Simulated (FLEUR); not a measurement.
## Anisotropy of Co (c factor at fixed volume 1.25 on the database's cell) with FLEUR

Aim: the anisotropy of Co (c factor at fixed volume 1.25 on the database's cell) from single passes in the potential of one collinear state.

Method: PBE; all-electron FLAPW, Dirac cores, scalar-relativistic bands, in FLEUR MaX-R8.1.

Most raw output is cut from this account.

## 1. Starting point

It takes space group P6_3/mmc (No. 194, hexagonal). Conventional cell: a = 2.243 Å, b = 2.243 Å, c = 5.087 Å, α = 90.00°, β = 90.00°, γ = 120.00°. Co has 6 Co at 2.24 Å nearest.

The cell is strained on purpose: c factor at fixed volume 1.25 on the database's cell.

## 2. Self-consistent state

The force theorems are single passes in this state's potential, so it has to be converged first.

No symmetry is used, so that later steps may turn the spins freely; k and −k are joined. inpgen writes inp.xml from crystal.txt; cutoffs, mixing, functional, smearing and local orbitals are then set in the file. The k list scf (kpts.xml, not shown) is a Γ-centred 14×14×6 mesh; where the ranks do not divide the number of points, some are split in two of half the weight.

File inp.xml:

```
<?xml version="1.0" encoding="UTF-8" standalone="no"?>
<fleurInput fleurInputVersion="0.39">
   <comment>
      Co
   </comment>
   <calculationSetup>
      <cutoffs Kmax="3.96" Gmax="11.9" GmaxXC="11.9" numbands="0"/>
      <scfLoop itmax="110" minDistance="0.00002" maxIterBroyd="15" imix="Anderson" alpha="0.05" precondParam="0.0" spinf="2.0" sdNocoIR="T"/>
      <coreElectrons ctail="F" frcor="F" kcrel="0" coretail_lmax="0"/>
      <xcFunctional name="pbe" relativisticCorrections="F"/>
      <magnetism jspins="2" l_noco="F" l_ss="F">
         <qss>0.0 0.0 0.0</qss>
         <mtNocoParams l_mperp="F" l_mtNocoPot="F" l_relaxSQA="F" mag_mixing_scheme="0" mix_RelaxWeightOffD="1.0" l_constrained="F" mix_constr="1.0"/>
         <sourceFreeMag l_sourceFree="F" l_scaleMag="F" mag_scale="1.0"/>
      </magnetism>
      <soc l_soc="F" theta="0.0" phi="0.0" spav="F"/>
      <expertModes spex="0" secvar="F"/>
      <geometryOptimization l_f="F" forcealpha="1.0" forcemix="BFGS" epsdisp="0.00001" epsforce="0.00001"/>
      <ldaU l_linMix="F" mixParam="0.05" spinf="1.0"/>
   </calculationSetup>
   <cell>
      <bzIntegration valenceElectrons="34.0" mode="hist" fermiSmearingEnergy="0.00183747">
         <kPointListSelection listName="scf"/>
         <xi:include xmlns:xi="http://www.w3.org/2001/XInclude" href="kpts.xml"> </xi:include>
      </bzIntegration>
      <xi:include xmlns:xi="http://www.w3.org/2001/XInclude" href="sym.xml"> </xi:include>
      <bulkLattice scale="1.0">
         <bravaisMatrix>
            <row-1>    4.2380637223444388    -0.0000000001133836     0.0000000000000000</row-1>
            <row-2>   -2.1190318610682843     3.6702708464509635     0.0000000000000000</row-2>
            <row-3>    0.0000000000000000     0.0000000000000000     9.6137454431369243</row-3>
         </bravaisMatrix>
      </bulkLattice>
   </cell>
   <atomSpecies>
      <species name="Cobalt (Co2.000" element="Co" atomicNumber="27">
         <mtSphere radius="2.07" gridPoints="685" logIncrement="0.018"/>
         <atomicCutoffs lmax="8" lnonsphr="6"/>
         <electronConfig flipSpins="F">
            <coreConfig>(1s1/2) (2s1/2) (2p1/2) (2p3/2)</coreConfig>
            <valenceConfig>(3s1/2) (3p1/2) (3p3/2) (4s1/2) (3d3/2) (3d5/2)</valenceConfig>
            <stateOccupation state="(3d3/2)" spinUp="1.5" spinDown="1.3"/>
            <stateOccupation state="(3d5/2)" spinUp="3.0" spinDown="1.2"/>
         </electronConfig>
         <energyParameters s="4" p="4" d="3" f="4"/>
         <lo type="SCLO" l="0" n="3" eDeriv="0"/>
         <lo type="SCLO" l="1" n="3" eDeriv="0"/>
      </species>
   </atomSpecies>
   <atomGroups>
      <atomGroup species="Cobalt (Co2.000">
         <relPos label="                   1">1.000/3.000 -1.000/3.000 1.000/4.000</relPos>
         <force calculate="T" relaxXYZ="TTT"/>
         <nocoParams  alpha="0.0" beta="0.0"/>
      </atomGroup>
      <atomGroup species="Cobalt (Co2.000">
         <relPos label="                   2">-1.000/3.000 1.000/3.000 -1.000/4.000</relPos>
         <force calculate="T" relaxXYZ="TTT"/>
         <nocoParams  alpha="0.0" beta="0.0"/>
      </atomGroup>
   </atomGroups>
   <output dos="F" band="F" slice="F">
      <bandDOS minEnergy="-.5*Htr" maxEnergy="0.5*Htr" sigma="0.015" storeEVData="T"/>
      <plotting iplot="0" polar="F">
         <plot TwoD="T" vec1="  1.0  0.0  0.0" vec2="  0.0  1.0  0.0" vec3="  0.0  0.0  1.0" zero="  0.0  0.0  0.0" file="plot"/>
      </plotting>
      <moessbauerParams electricFieldGradient="F" isomerShift="F" coreHyperfine="F" valenceHyperfine="F"/>
   </output>
</fleurInput>
```

File crystal.txt:

```
Co
&input film=F cartesian=F /
2.24268674025  -0.00000000006  0.00000000000
-1.12134337007  1.94222368981  0.00000000000
0.00000000000  0.00000000000  5.08737500000
1.8897261246
1.0 1.0 1.0

2
27 0.33333333333  0.66666666667  0.25000000000 : 2.000
27 0.66666666667  0.33333333333  0.75000000000 : 2.000

&kpt div1=14 div2=14 div3=6 gamma=T /
```

The run is started by

```
> OMP_NUM_THREADS=1 inpgen -f crystal.txt -nosym -noco > inpgen.log  # inp.xml is then edited as shown
> OMP_NUM_THREADS=1 mpirun -n 4 fleur_MPI > fleur.log
```

The job ended after 2.8 min (4 MPI ranks of Arm Neoverse V1, shared host; peak memory 0.47 GiB; 11 min of CPU time).

Numbers from this step:

| Property | Result |
| --- | --- |
| free energy | -75835.3280 eV |
| program's band gap on this mesh (in a metal only a level spacing) | 0.006125 eV |
| magnetization | 3.290 μB |
| final state | ferromagnetic |
| largest moment | 1.685 μB |

After 21 cycles the largest moment stands at 1.69 μB.

## 3. Anisotropy by the force theorem, rung 1

Anisotropy is a small difference, so it is taken from sums over occupied states at a frozen potential, where most errors cancel.

One pass with spin–orbit coupling for each direction, from the saved density. Inversion lets half of the mesh serve, which the program's warning doesn't know. The k list mae (kpts.xml, not shown) is a Γ-centred 20×20×8 mesh.

inp.xml: that of step 2 with these lines changed.

```diff
@@ -6,4 +6,4 @@
    <calculationSetup>
-      <cutoffs Kmax="3.96" Gmax="11.9" GmaxXC="11.9" numbands="0"/>
-      <scfLoop itmax="110" minDistance="0.00002" maxIterBroyd="15" imix="Anderson" alpha="0.05" precondParam="0.0" spinf="2.0" sdNocoIR="T"/>
+      <cutoffs Kmax="3.96" Gmax="11.9" GmaxXC="11.9" numbands="74"/>
+      <scfLoop itmax="1" minDistance="0.00002" maxIterBroyd="15" imix="Anderson" alpha="0.05" precondParam="0.0" spinf="2.0" sdNocoIR="T"/>
       <coreElectrons ctail="F" frcor="F" kcrel="0" coretail_lmax="0"/>
@@ -15,3 +15,3 @@
       </magnetism>
-      <soc l_soc="F" theta="0.0" phi="0.0" spav="F"/>
+      <soc l_soc="T" theta="0.0" phi="0.0" spav="F"/>
       <expertModes spex="0" secvar="F"/>
@@ -22,3 +22,3 @@
       <bzIntegration valenceElectrons="34.0" mode="hist" fermiSmearingEnergy="0.00183747">
-         <kPointListSelection listName="scf"/>
+         <kPointListSelection listName="mae"/>
          <xi:include xmlns:xi="http://www.w3.org/2001/XInclude" href="kpts.xml"> </xi:include>
@@ -68,2 +68,5 @@
    </output>
+   <forceTheorem>
+      <MAE theta="0.0 1.5707963 1.5707963 0.7853982" phi="0.0 0.0 0.5235988 0.0"/>
+   </forceTheorem>
 </fleurInput>
```

The run is started by

```
> OMP_NUM_THREADS=1 mpirun -n 4 fleur_MPI -warn_only > fleur.log
```

Wall time 2.3 min (4 MPI ranks); peak memory 1.6 GiB.

Anisotropy energies, by row:

```
                              axis       x    y       z  band energy less the first axis' (meV a cell)
                             [001]       0    0       1                                              0
                             [100]       1    0       0                                        -0.2908
                             [210]   0.866  0.5       0                                        -0.2908
45 degrees from [001] toward [100]  0.7071    0  0.7071                                        -0.1446
```

Indices are those of the standard conventional cell; x, y, z give the same directions in the axes of the input.

## 4. Anisotropy by the force theorem, rung 2

A second rung shows how far the first can be trusted.

The k list mae (kpts.xml, not shown) is a Γ-centred 29×29×11 mesh.

inp.xml is that of step 3.

Elapsed: 6.6 min, on 4 MPI ranks; peak memory 4.3 GiB.

Anisotropy energies, by row:

```
                              axis       x    y       z  band energy less the first axis' (meV a cell)
                             [001]       0    0       1                                              0
                             [100]       1    0       0                                       -0.04351
                             [210]   0.866  0.5       0                                       -0.04308
45 degrees from [001] toward [100]  0.7071    0  0.7071                                       -0.02354
```

## 5. Spin–orbit coupling, moments along [001]

Spin–orbit coupling ties the spins to the lattice and lets orbital moments form.

A new self-consistent run of the start ferro ++, with the moments along z. The k list default-1 (kpts.xml, not shown) is a Γ-centred 29×29×11 mesh.

inp.xml: that of step 2 with these lines changed.

```diff
@@ -6,12 +6,8 @@
    <calculationSetup>
-      <cutoffs Kmax="3.96" Gmax="11.9" GmaxXC="11.9" numbands="0"/>
+      <cutoffs Kmax="3.96" Gmax="11.9" GmaxXC="11.9" numbands="74"/>
       <scfLoop itmax="110" minDistance="0.00002" maxIterBroyd="15" imix="Anderson" alpha="0.05" precondParam="0.0" spinf="2.0" sdNocoIR="T"/>
-      <coreElectrons ctail="F" frcor="F" kcrel="0" coretail_lmax="0"/>
+      <coreElectrons ctail="T" frcor="F" kcrel="0" coretail_lmax="0"/>
       <xcFunctional name="pbe" relativisticCorrections="F"/>
-      <magnetism jspins="2" l_noco="F" l_ss="F">
-         <qss>0.0 0.0 0.0</qss>
-         <mtNocoParams l_mperp="F" l_mtNocoPot="F" l_relaxSQA="F" mag_mixing_scheme="0" mix_RelaxWeightOffD="1.0" l_constrained="F" mix_constr="1.0"/>
-         <sourceFreeMag l_sourceFree="F" l_scaleMag="F" mag_scale="1.0"/>
-      </magnetism>
-      <soc l_soc="F" theta="0.0" phi="0.0" spav="F"/>
+      <magnetism jspins="2"/>
+      <soc l_soc="T" theta="0.0" phi="0.0" spav="F"/>
       <expertModes spex="0" secvar="F"/>
@@ -22,3 +18,3 @@
       <bzIntegration valenceElectrons="34.0" mode="hist" fermiSmearingEnergy="0.00183747">
-         <kPointListSelection listName="scf"/>
+         <kPointListSelection listName="default-1"/>
          <xi:include xmlns:xi="http://www.w3.org/2001/XInclude" href="kpts.xml"> </xi:include>
@@ -52,9 +48,4 @@
          <relPos label="                   1">1.000/3.000 -1.000/3.000 1.000/4.000</relPos>
-         <force calculate="T" relaxXYZ="TTT"/>
-         <nocoParams  alpha="0.0" beta="0.0"/>
-      </atomGroup>
-      <atomGroup species="Cobalt (Co2.000">
          <relPos label="                   2">-1.000/3.000 1.000/3.000 -1.000/4.000</relPos>
          <force calculate="T" relaxXYZ="TTT"/>
-         <nocoParams  alpha="0.0" beta="0.0"/>
       </atomGroup>
```

crystal.txt: that of step 2 with these lines changed.

```diff
@@ -12,2 +12,3 @@
 
-&kpt div1=14 div2=14 div3=6 gamma=T /
+&soc 0.0000000 0.0000000 /
+&kpt div1=29 div2=29 div3=11 gamma=T /
```

The run is started by

```
> OMP_NUM_THREADS=1 inpgen -f crystal.txt > inpgen.log  # inp.xml is then edited as shown
> OMP_NUM_THREADS=1 mpirun -n 4 fleur_MPI > fleur.log
```

The job ended after 7.3 min (4 MPI ranks; peak memory 0.93 GiB; 29 min of CPU time).

Numbers from this step:

- free energy: -75835.3641 eV
- program's band gap on this mesh (in a metal only a level spacing): 0 eV
- magnetization: 3.223 μB
- final state: ferromagnetic
- largest moment: 1.652 μB
- orbital moment along the spin: 0.04438 μB

Orbital moment in the sphere, along the spin axis by atom:

```
atom  orbital moment in the sphere, along the spin axis (μB)
 Co1                                                  0.0444
 Co2                                                  0.0444
```

## 6. Outcome

```
reference state                                                             : ferromagnetic
largest sphere moment                                                       : 1.69 μB
easy direction of those tried                                               : not resolved
energy along [100] less [001], force theorem                                : -0.0435 meV a primitive cell
orbital moment on the atom of largest spin, along its spin (spin–orbit run) : 0.0444 μB
```

What this shows: The lowest directions differ by less than these runs resolve; shape anisotropy is not included. The difference for the second direction goes from -0.29 meV (mesh 20×20×8, 74 states, 9.2 min of CPU time) to -0.044 meV (mesh 29×29×11, 74 states, 26 min), so it is not converged. On the atom of largest spin the orbital moment is almost quenched. The state was typed, and no other order was converged beside it, so it need not be the ground state.

[Logs and program files are shortened in this print: banners, set-up blocks, solver, clock and traceback lines can be left out without a mark of their own.]

[Logs are printed without paths, hosts, clocks, repeated set-up lines and the standing remarks that a program may print on its own settings, such as how far it seeks lower states.]

[Hosts, paths, dates, database ids (printed as entryN), source tags and the programs' standing remarks are cut or masked in the printed files.]

[Where a cell is said to come from a database of computed structures, the database is the Materials Project.]
